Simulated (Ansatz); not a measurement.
## (TiC)1(HfN)2 [001] superlattice, started as rocksalt type: phonons and vibrational spectra

Wanted: phonon frequencies of (TiC)1(HfN)2 [001] superlattice, started as rocksalt type and what follows from them.

Calculated with Ansatz 0.2.0; DFT PBEsol, scalar-relativistic, plane waves, PAW.

The structure was built from a prototype and need not be the compound's stable phase.

## (1) The starting structure

It takes space group I4/mmm (No. 139, tetragonal). The conventional cell has a = 3.151 Å, b = 3.151 Å, c = 13.370 Å, α = 90.00°, β = 90.00°, γ = 90.00°. Nearest to C lie 4 Ti at 2.23 Å and 2 Hf at 2.23 Å. Hf has 5 N at 2.23 Å and 1 C at 2.23 Å nearest. Nearest to N lie 5 Hf at 2.23 Å and 1 Ti at 2.23 Å. Nearest to Ti lie 4 C at 2.23 Å and 2 N at 2.23 Å. Farther neighbours and most contacts between anions are not listed.

## (2) Rough relaxation

A rough relaxation comes first, because large forces or stress need no tight tolerances yet.

Input file input.yaml:

```yaml
crystal:
  lattice:
    - [2.22833, 2.22833, 0.0]
    - [-2.22833, 2.22833, 0.0]
    - [2.22833, 0.0, 6.685]
  atoms:
    - { symbol: C, position: [0.5, 0.5, 0.0] }
    - { symbol: Hf, position: [0.333333, 0.666667, 0.333333] }
    - { symbol: Hf, position: [0.666667, 0.333333, 0.666667] }
    - { symbol: "N", position: [0.833333, 0.166667, 0.333333] }
    - { symbol: "N", position: [0.166667, 0.833333, 0.666667] }
    - { symbol: Ti, position: [0.0, 0.0, 0.0] }
kpoints:
  mp_grid: { grid: [6, 6, 6] }
hamiltonian:
  xc: pbesol
scf:
  occupations: { method: gaussian, width: 0.1 }
output:
  forces: true
  stress: true
  eigenvalues: true
relax:
  adjacent_minimum: "off"
  f_tol: 0.05
  max_steps: 80
  cell: { stress_tol: 0.5 }
```

Launch:

```console
> ansatz run input.yaml --threads 8 --pin off --max-ram 14336MiB --backend cpu --events-out ev --progress --plain --runs-dir out
```

Numbers of over 12 decimals in the logs are rounded to 6 here.

What it wrote:

```text
[...]
cell:  # Å, volume = 66.2842 Å³
    - [2.209222, 2.209222, 0.0]
    - [-2.209222, 2.209222, 0.0]
    - [2.209222, 0, 6.790493]
  atoms:
    - { symbol: C, position: [0.5, 0.5, 0.0] }
    - { symbol: Hf, position: [0.339988, 0.660012, 0.320023] }
    - { symbol: Hf, position: [0.660012, 0.339988, 0.679977] }
    - { symbol: N, position: [0.833336, 0.166664, 0.333327] }
    - { symbol: N, position: [0.166664, 0.833336, 0.666673] }
    - { symbol: Ti, position: [0, 0, 0.0] }
[key lines of the parts left out:]
SCF converged after 6 iterations
Free energy (F): -34683.239596 eV
Fermi energy:    20.992939 eV
P = ⅓ Tr σ = 0.1968 GPa (1.968 kbar)
```

Wall time 5.5 s (8 threads of Arm Neoverse V1, shared host); peak memory 0.56 GiB.

Relaxation path:

```tsv
step	energy less that of the first step (eV)	largest force component (eV/Å)	pressure (GPa)	volume (Å³)
1	0.0000	1.3716	-1.37	66.39
2	-0.1069	0.1658	1.14	65.95
3	-0.1236	0.1137	-0.58	66.43
4	-0.1260	0.0420	0.21	66.28
5*	-0.1258	0.0430	0.20	66.28
```

Relaxation steps marked * repeat the geometry before them on a plane-wave basis chosen anew for their cell, so energy and pressure can jump there.

The run keeps the 16 symmetry operations that it works with, so distortions that break them were not tested.

```tsv
conventional cell, symmetrised	before	after	change
a (Å)	3.151	3.124	-0.9 %
b (Å)	3.151	3.124	-0.9 %
c (Å)	13.370	13.581	+1.6 %
volume (Å³/atom)	11.06	11.05	-0.2 %
```

The atoms that moved most (Å, as changes of fractional coordinates times the final cell):

```tsv
atom	dx	dy	dz	length
Hf3	0.000	0.000	0.090	0.090
Hf2	0.000	0.000	-0.090	0.090
```

The relaxed structure:

```
C Hf N Ti
1.0
     2.20922    2.20922    0.00000
    -2.20922    2.20922    0.00000
     2.20922    0.00000    6.79049
C Hf N Ti
1 2 2 1
Direct
  0.50000 0.50000 0.00000
  0.33999 0.66001 0.32002
  0.66001 0.33999 0.67998
  0.83334 0.16666 0.33333
  0.16666 0.83334 0.66667
  0.00000 0.00000 0.00000
```

This step gave:

- pressure: 0.1968 GPa
- volume per atom: 11.05 Å³
- gap on the k-mesh: 0 eV

In this step the volume went from 11.06 to 11.05 Å³/atom.

## (3) Bringing the structure to rest

The cell and atoms are relaxed, since residual forces and stress would shift the frequencies.

Input file input.yaml:

```yaml
crystal:
  lattice:
    - [2.2092217541, 2.2092217541, 0.0]
    - [-2.2092217541, 2.2092217541, 0.0]
    - [2.2092217541, 0.0, 6.7904929797]
  atoms:
    - { symbol: C, position: [0.5, 0.5, 0.0] }
    - { symbol: Hf, position: [0.3399883981, 0.6600116019, 0.3200232038] }
    - { symbol: Hf, position: [0.6600116019, 0.3399883981, 0.6799767962] }
    - { symbol: "N", position: [0.8333364637, 0.1666635363, 0.3333270725] }
    - { symbol: "N", position: [0.1666635363, 0.8333364637, 0.6666729275] }
    - { symbol: Ti, position: [0.0, 0.0, 0.0] }
kpoints:
  mp_grid: { grid: [12, 12, 12] }
hamiltonian:
  xc: pbesol
scf:
  occupations: { method: gaussian, width: 0.1 }
output:
  forces: true
  stress: true
  eigenvalues: true
relax:
  adjacent_minimum: "off"
  f_tol: 0.005
  max_steps: 80
  cell: { stress_tol: 0.05 }
```

What it wrote:

```text
[...]
Crystal: 6 atoms, lattice volume = 66.284 Å³
Basis set: ecut = 420 eV, 1291 PW (Γ), exchange–correlation on 48×48×96 points (8 copies of the dense FFT grid, shifted against one another)
Bands: 47, of which v1, the nominal top of the filled ones, is band 39 counted from 1 (38 counted from 0)
Symmetry: 16 space group operations
[...]
k-points: 163 of 1728
[...]
cell:  # Å, volume = 66.2988 Å³
    - [2.212503, 2.212503, 0.0]
    - [-2.212503, 2.212503, 0.0]
    - [2.212503, 0, 6.771859]
  atoms:
    - { symbol: C, position: [0.5, 0.5, 0] }
    - { symbol: Hf, position: [0.339355, 0.660645, 0.321289] }
    - { symbol: Hf, position: [0.660645, 0.339355, 0.678711] }
    - { symbol: N, position: [0.833323, 0.166677, 0.333355] }
    - { symbol: N, position: [0.166677, 0.833323, 0.666645] }
    - { symbol: Ti, position: [0, 0, 0] }
[key lines of the parts left out:]
SCF converged after 9 iterations
Free energy (F): -34683.220600 eV
Fermi energy:    20.946397 eV
P = ⅓ Tr σ = -0.0230 GPa (-0.230 kbar)
```

Wall time 22 s (8 threads); peak memory 0.8 GiB.

The steps of the relaxation:

```tsv
step	energy less that of the first step (eV)	largest force component (eV/Å)	pressure (GPa)	volume (Å³)
1	0.0000	0.1117	0.30	66.28
2	-0.0015	0.0087	-0.06	66.32
3	-0.0017	0.0067	0.06	66.28
4	-0.0017	0.0013	-0.02	66.30
5*	-0.0018	0.0012	-0.02	66.30
```

Relaxation steps marked * repeat the geometry before them on a plane-wave basis chosen anew for their cell, so energy and pressure can jump there.

Forces are held to the 16 operations that the run works with; a distortion that breaks them can't arise in this run.

```tsv
conventional cell, symmetrised	before	after	change
a (Å)	3.124	3.129	+0.1 %
b (Å)	3.124	3.129	+0.1 %
c (Å)	13.581	13.544	-0.3 %
volume (Å³/atom)	11.05	11.05	+0.0 %
```

The relaxed structure:

```
C Hf N Ti
1.0
     2.21250    2.21250    0.00000
    -2.21250    2.21250    0.00000
     2.21250    0.00000    6.77186
C Hf N Ti
1 2 2 1
Direct
  0.50000 0.50000 0.00000
  0.33936 0.66064 0.32129
  0.66064 0.33936 0.67871
  0.83332 0.16668 0.33335
  0.16668 0.83332 0.66665
  0.00000 0.00000 0.00000
```

Numbers from this step:

```
pressure : -0.02295 GPa
```

In this step the volume went from 11.05 to 11.05 Å³/atom.

## (4) Relaxing to small forces for the phonons

Phonons need a cell at rest on their own settings, so the relaxation is repeated with tight tolerances on forces and stress, using the mesh and the filling of the phonon run that follows.

Input file input.yaml:

```yaml
crystal:
  lattice:
    - [2.2125028343, 2.2125028343, 0.0]
    - [-2.2125028343, 2.2125028343, 0.0]
    - [2.2125028343, 0.0, 6.7718593721]
  atoms:
    - { symbol: C, position: [0.5, 0.5, 0.0] }
    - { symbol: Hf, position: [0.3393553612, 0.6606446388, 0.3212892776] }
    - { symbol: Hf, position: [0.6606446388, 0.3393553612, 0.6787107224] }
    - { symbol: "N", position: [0.8333227392, 0.1666772608, 0.3333545217] }
    - { symbol: "N", position: [0.1666772608, 0.8333227392, 0.6666454783] }
    - { symbol: Ti, position: [0.0, 0.0, 0.0] }
kpoints:
  mp_grid: { grid: [12, 12, 12] }
hamiltonian:
  xc: pbesol
scf:
  occupations: { method: methfessel_paxton, width: 0.2 }
output:
  forces: true
  stress: true
  eigenvalues: true
relax:
  adjacent_minimum: "off"
  f_tol: 0.001
  max_steps: 60
  cell: { stress_tol: 0.01 }
```

What it wrote:

```text
[...]
Crystal: 6 atoms, lattice volume = 66.299 Å³
Basis set: ecut = 420 eV, 1291 PW (Γ), exchange–correlation on 48×48×96 points (8 copies of the dense FFT grid, shifted against one another)
Bands: 47, of which v1, the nominal top of the filled ones, is band 39 counted from 1 (38 counted from 0)
Symmetry: 16 space group operations
[...]
k-points: 163 of 1728
[...]
cell:  # Å, volume = 66.2903 Å³
    - [2.212362, 2.212362, 0]
    - [-2.212362, 2.212362, 0]
    - [2.212362, 0, 6.771857]
  atoms:
    - { symbol: C, position: [0.5, 0.5, 0] }
    - { symbol: Hf, position: [0.339367, 0.660633, 0.321266] }
    - { symbol: Hf, position: [0.660633, 0.339367, 0.678734] }
    - { symbol: N, position: [0.833317, 0.166683, 0.333367] }
    - { symbol: N, position: [0.166683, 0.833317, 0.666633] }
    - { symbol: Ti, position: [0, 0, 0] }
[key lines of the parts left out:]
SCF converged after 6 iterations
Free energy (F): -34683.216089 eV
Fermi energy:    20.951883 eV
P = ⅓ Tr σ = 0.0008 GPa (0.008 kbar)
```

Wall time 25 s (8 threads); peak memory 0.8 GiB; 3.1 min of CPU time.

Little changed from the start: no atom moved by 0.005 Å and no cell edge by 0.1 %.

This step gave:

* pressure: 7.79e-4 GPa

The largest force component left is 0.027 meV/Å and the pressure is 0.001 GPa, within the tolerances set. The cell now holds 11.05 Å³/atom.

## (5) Linear response at the zone centre

The zone centre is the only wavevector solved here; it holds the modes that light can see, as far as symmetry allows. No field response is asked, since the mesh shows no gap.

Input file input.yaml:

```yaml
crystal:
  lattice:
    - [2.2123622775, 2.2123622775, 0.0]
    - [-2.2123622775, 2.2123622775, 0.0]
    - [2.2123622775, 0.0, 6.7718568458]
  atoms:
    - { symbol: C, position: [0.5, 0.5, 0.0] }
    - { symbol: Hf, position: [0.339366955, 0.660633045, 0.32126609] }
    - { symbol: Hf, position: [0.660633045, 0.339366955, 0.67873391] }
    - { symbol: "N", position: [0.8333165045, 0.1666834955, 0.333366991] }
    - { symbol: "N", position: [0.1666834955, 0.8333165045, 0.666633009] }
    - { symbol: Ti, position: [0.0, 0.0, 0.0] }
kpoints:
  mp_grid: { grid: [12, 12, 12] }
hamiltonian:
  xc: pbesol
scf:
  occupations: { method: methfessel_paxton, width: 0.2 }
output:
  eigenvalues: true
phonons:
  method: dfpt
```

What it wrote:

```text
Warning: crystal.symmetry: narrowed to the stabiliser of the run's FFT grids — unitary ops 16 → 4. A phonons.method: dfpt run fills in the rows of the dynamical matrix that it does not solve by its symmetry operations, which is exact only for operations that map its FFT grids onto themselves: filled in by any other, the frequencies could depend on the order in which like atoms are typed, or, by more than the grids' own error, on where the crystal sits among the grids' points. Excluded: 12 operations. The run can therefore solve more perturbations, solve them on more k-points, or both, and cost more. [rest of the remark cut]
[...]
Crystal: 6 atoms, lattice volume = 66.290 Å³
Basis set: ecut = 420 eV, 1291 PW (Γ), exchange–correlation on 48×48×96 points (8 copies of the dense FFT grid, shifted against one another)
Bands: 47, of which v1, the nominal top of the filled ones, is band 39 counted from 1 (38 counted from 0)
Symmetry: 16 space group operations
k-points: 476 of 1728 (irreducible under 2 space group operations, time reversal used)
[...]
SCF iter   1: F=—  HF=-34683.243130 eV  |F-HF|=—  |Δ(HF+E_count)|=         —  Δρ=1.21e-2  dr2=9.85e-2  ethr=1.77e-3  ⟨swp⟩=4.6  Hψ=66661  notcnv=0
[...]
SCF iter  12: F=-34683.216089 eV  HF=-34683.216089 eV  |F-HF|=7.28e-12  |Δ(HF+E_count)|=  2.18e-11  S|Δr|=    0.00e0  Δρ=4.41e-8  dr2=1.53e-12  ethr=1.00e-12  ⟨swp⟩=5.9  Hψ=103873  notcnv=0
SCF 1 converged in 12 iterations: F = -34683.216089 eV  dr2 = 1.53e-12
[...]
DFPT response loops at Γ: preconditioner auto → Kerker (q_TF=auto, 2.803 Å⁻¹) (partly filled bands, converged f_vac=0.000); β = 1.00, the filter's whole step (`scf.mixing.beta` (0.50) is not read by the response loops under this deck's `scf.mixing.preconditioner`; to damp them name `kerker` or `kerker_dos`, under which they read `scf.mixing.beta`, and type it under 1.00, their step now; both keys bind the ground state too); Broyden in place of MSR1
SCF converged after 12 iterations
[...]
Free energy (F): -34683.216089 eV
[...]
Internal energy: -34683.217725 eV  (E = F + TS)
E sigma→0 (E₀):  -34683.216498 eV
Entropy (-TS):   0.001636 eV (0.273 meV/atom)
Fermi energy:    20.951883 eV
[...]
--- Band table (eV; the first three rows and the last of 476) ---
  k-point 0: bands = [... 35 lower, 18.2680, 18.5019, 19.5245, 20.2540, 20.2540, 20.7430, 20.8862, 20.8862, ... 4 higher]
  k-point 1: bands = [... 35 lower, 18.2603, 18.5897, 19.3257, 20.1896, 20.1896, 20.7128, 20.9813, 20.9813, ... 4 higher]
  k-point 2: bands = [... 35 lower, 18.2373, 18.7687, 18.8593, 20.0663, 20.0663, 20.6254, 21.1901, 21.1901, ... 4 higher]
  k-point 475: bands = [... 35 lower, 16.7607, 17.9297, 18.3132, 18.9945, 20.0964, 21.9555, 23.3715, 23.3906, ... 4 higher]
--- Phonons (Γ-DFPT): 12 representative perturbations + reference, on 476 of 1728 k-points (Σ response iterations 43) ---
  ASR residual: 6.036e-5 → 0.000e0 eV/Å²; symmetrization residual: 4.330e-6 eV/Å²
  The last average, over the group as it would stand without the narrowing to the FFT grids, took up to 9.690e-6 eV/Å² of the zone centre's force constants
  ASR residual per site (eV/Å²): 2.57e-5 1.66e-5 1.66e-5 2.27e-5 2.27e-5 6.04e-5
  Γ frequencies (cm⁻¹): 0.00 0.00 0.00 125.09 125.09 173.57 214.15 214.15 248.02 437.16 456.15 504.46 504.46 525.72 525.72 539.72 539.72 687.84
  non-analytic LO–TO correction: not included (Born effective charges unavailable; polar crystals: no LO–TO splitting at Γ)
```

The job ended after 5.8 min (8 threads; peak memory 5 GiB; 42 min of CPU time).

The column dr2 measures how far the density is from self-consistency, as an energy; F and HF (Harris–Foulkes) agree once it is small.

This step gave:

| Property | Result |
| --- | --- |
| sum-rule residual before enforcement | 6.04e-5 eV/Å² |
| point group | 4/mmm |
| highest optical mode at the zone centre (no LO-TO term) | 687.8 cm⁻¹ |
| lowest optical zone-centre mode | 125.1 cm⁻¹ |

Patterns of degenerate modes are one choice out of their space. Modes at Γ, with each element's share of the kinetic energy:

```tsv
mode	frequency (cm⁻¹)	symmetry	C %	Hf %	N %	Ti %
1	0.0	acoustic	3	80	6	11
2	0.0	acoustic	3	80	6	11
3	0.0	acoustic	3	80	6	11
4	125.1	Eg	0	96	4	0
5	125.1	Eg	0	96	4	0
6	173.6	A1g	0	100	0	0
7	214.2	Eu	9	14	0	77
8	214.2	Eu	9	14	0	77
9	248.0	A2u	0	13	0	87
10	437.2	A2u	1	6	92	2
11	456.1	A1g	0	0	100	0
12	504.5	Eu	78	0	14	8
13	504.5	Eu	78	0	14	8
14	525.7	Eu	10	5	80	4
15	525.7	Eu	10	5	80	4
16	539.7	Eg	0	4	96	0
17	539.7	Eg	0	4	96	0
18	687.8	A2u	97	2	1	0
```

Displacements in mode 5 (125.1 cm⁻¹), the largest set to 1:
```
C1   0.00  0.00  0.00
Hf2 -0.77 -1.00  0.00
Hf3  0.77  1.00  0.00
N4  -0.54 -0.70  0.00
N5   0.54  0.70  0.00
Ti6  0.00  0.00  0.00
```

Displacements in mode 7 (214.2 cm⁻¹), the largest set to 1:
```
C1   0.68  0.00  0.00
Hf2 -0.16  0.00  0.00
Hf3 -0.16  0.00  0.00
N4   0.00  0.00  0.00
N5   0.00  0.00  0.00
Ti6  1.00  0.00  0.00
```

Before it was imposed, the acoustic sum rule was missed by 6.0e-5 eV/Å². Small misses are needed for a sound result but don't prove that mesh and cutoff are converged. The lowest optical mode is real, 125 cm⁻¹.

## (6) Isotope substitution, element C, natural mass 12.011 amu

An isotope changes the mass and not the force constants, so no new electronic calculation is needed; the shifts show which modes move this element.

The same force constants with the mass of C changed from 12.011 to 13.003 u (phonopy, no LO-TO term). Both lists are sorted by frequency; levels can cross, so a row need not hold one and the same mode. Modes under 3 cm⁻¹ are left out. Isotope shifts, by row:

```tsv
q	rank	natural mass (cm⁻¹)	changed mass (cm⁻¹)
0 0 0	4	125.1	125.1
0 0 0	5	125.1	125.1
0 0 0	6	173.6	173.6
0 0 0	7	214.2	213.3
0 0 0	8	214.2	213.3
0 0 0	9	248	248
0 0 0	10	437.2	437
0 0 0	11	456.1	456.1
0 0 0	12	504.5	488.3
0 0 0	13	504.5	488.3
0 0 0	14	525.7	524.5
0 0 0	15	525.7	524.5
0 0 0	16	539.7	539.7
0 0 0	17	539.7	539.7
0 0 0	18	687.8	662
```

A mode of this element alone would shift by -3.89 %. The highest zone-centre frequency without the field goes from 687.8 to 662.0 cm⁻¹ (-3.8 %). The product of the frequency ratios over all optical modes at Γ is 0.891; the product rule, (m/m′)^(3k/2) (M′/M)^(3/2) with k = 1 such atoms and M the mass of the cell, gives 0.891.

## (7) Isotope substitution, element Hf, natural mass 178.486 amu

The same for Hf, from 178.49 to 173.94 u.

The same force constants with the mass of Hf changed from 178.486 to 173.940 u (phonopy, no LO-TO term). Both lists are sorted by frequency; levels can cross, so a row need not hold one and the same mode. Modes under 3 cm⁻¹ are left out. Isotope shifts, by row:

```tsv
q	rank	natural mass (cm⁻¹)	changed mass (cm⁻¹)
0 0 0	4	125.1	126.7
0 0 0	5	125.1	126.7
0 0 0	6	173.6	175.8
0 0 0	7	214.2	214.6
0 0 0	8	214.2	214.6
0 0 0	9	248	248.4
0 0 0	10	437.2	437.5
0 0 0	11	456.1	456.2
0 0 0	12	504.5	504.5
0 0 0	13	504.5	504.5
0 0 0	14	525.7	526.1
0 0 0	15	525.7	526.1
0 0 0	16	539.7	540
0 0 0	17	539.7	540
0 0 0	18	687.8	688
```

A mode of this element alone would shift by +1.30 %. The highest zone-centre frequency without the field goes from 687.8 to 688.0 cm⁻¹ (+0.0 %). The product of the frequency ratios over all optical modes at Γ is 1.048; the product rule, (m/m′)^(3k/2) (M′/M)^(3/2) with k = 2 such atoms and M the mass of the cell, gives 1.048.

## (8) Another isotope, element N, natural mass 14.007 amu

The same for N, from 14.01 to 15.00 u.

The same force constants with the mass of N changed from 14.007 to 15.000 u (phonopy, no LO-TO term). Both lists are sorted by frequency; levels can cross, so a row need not hold one and the same mode. Modes under 3 cm⁻¹ are left out. Isotope shifts, by row:

```tsv
q	rank	natural mass (cm⁻¹)	changed mass (cm⁻¹)
0 0 0	4	125.1	124.9
0 0 0	5	125.1	124.9
0 0 0	6	173.6	173.6
0 0 0	7	214.2	214.2
0 0 0	8	214.2	214.2
0 0 0	9	248	248
0 0 0	10	437.2	423.6
0 0 0	11	456.1	440.8
0 0 0	12	504.5	499.4
0 0 0	13	504.5	499.4
0 0 0	14	525.7	514.3
0 0 0	15	525.7	514.3
0 0 0	16	539.7	522.2
0 0 0	17	539.7	522.2
0 0 0	18	687.8	687.5
```

A mode of this element alone would shift by -3.37 %. The highest zone-centre frequency without the field goes from 687.8 to 687.5 cm⁻¹ (-0.0 %). The product of the frequency ratios over all optical modes at Γ is 0.820; the product rule, (m/m′)^(3k/2) (M′/M)^(3/2) with k = 2 such atoms and M the mass of the cell, gives 0.820.

## (9) Isotope substitution, element Ti, natural mass 47.867 amu

The same for Ti, from 47.87 to 49.94 u.

The same force constants with the mass of Ti changed from 47.867 to 49.945 u (phonopy, no LO-TO term). Both lists are sorted by frequency; levels can cross, so a row need not hold one and the same mode. Modes under 3 cm⁻¹ are left out. Isotope shifts, by row:

```tsv
q	rank	natural mass (cm⁻¹)	changed mass (cm⁻¹)
0 0 0	4	125.1	125.1
0 0 0	5	125.1	125.1
0 0 0	6	173.6	173.6
0 0 0	7	214.2	210.7
0 0 0	8	214.2	210.7
0 0 0	9	248	243.5
0 0 0	10	437.2	437
0 0 0	11	456.1	456.1
0 0 0	12	504.5	503.6
0 0 0	13	504.5	503.6
0 0 0	14	525.7	525.3
0 0 0	15	525.7	525.3
0 0 0	16	539.7	539.7
0 0 0	17	539.7	539.7
0 0 0	18	687.8	687.8
```

A mode of this element alone would shift by -2.10 %. The highest zone-centre frequency without the field goes from 687.8 to 687.8 cm⁻¹ (-0.0 %). The product of the frequency ratios over all optical modes at Γ is 0.945; the product rule, (m/m′)^(3k/2) (M′/M)^(3/2) with k = 1 such atoms and M the mass of the cell, gives 0.945.

## (10) What came out

| Item | Value |
| --- | --- |
| space group after relaxation (within 0.01 Å) | I4/mmm |
| volume per atom | 11.0 Å³ |
| electronic character | no gap on this mesh |
| highest optical mode at the zone centre (no LO-TO term) | 688 cm⁻¹ |
| lowest optical zone-centre mode | 125 cm⁻¹ |
| imaginary modes at Γ (the only wavevector solved) | none |

**Reading.** The structure is stable against zone-centre distortions, since no mode there is imaginary; other wavevectors were not solved, so zone-boundary instabilities are untested. The optical modes at Γ span 125 to 688 cm⁻¹. No dispersion was computed. The highest mode in this list at Γ, 687.8 cm⁻¹, is mostly motion of C (97 % of the kinetic energy). With no gap, or one that is small against the smearing, the frequencies hang on the k mesh and the smearing, most of all near Kohn anomalies. Spin-orbit coupling is left out, which can matter for the heavy elements here. The starting cell was built on a prototype and not taken from a measurement, so the phase need not exist. These are harmonic frequencies at zero temperature: anharmonic shifts, linewidths and thermal expansion are left out.

[Logs are printed without paths, hosts, clocks, repeated set-up lines and the standing remarks that a program may print on its own settings, such as how far it seeks lower states.]

[Hosts, paths, dates, database ids (printed as entryN), source tags and the programs' standing remarks are cut or masked in the printed files.]
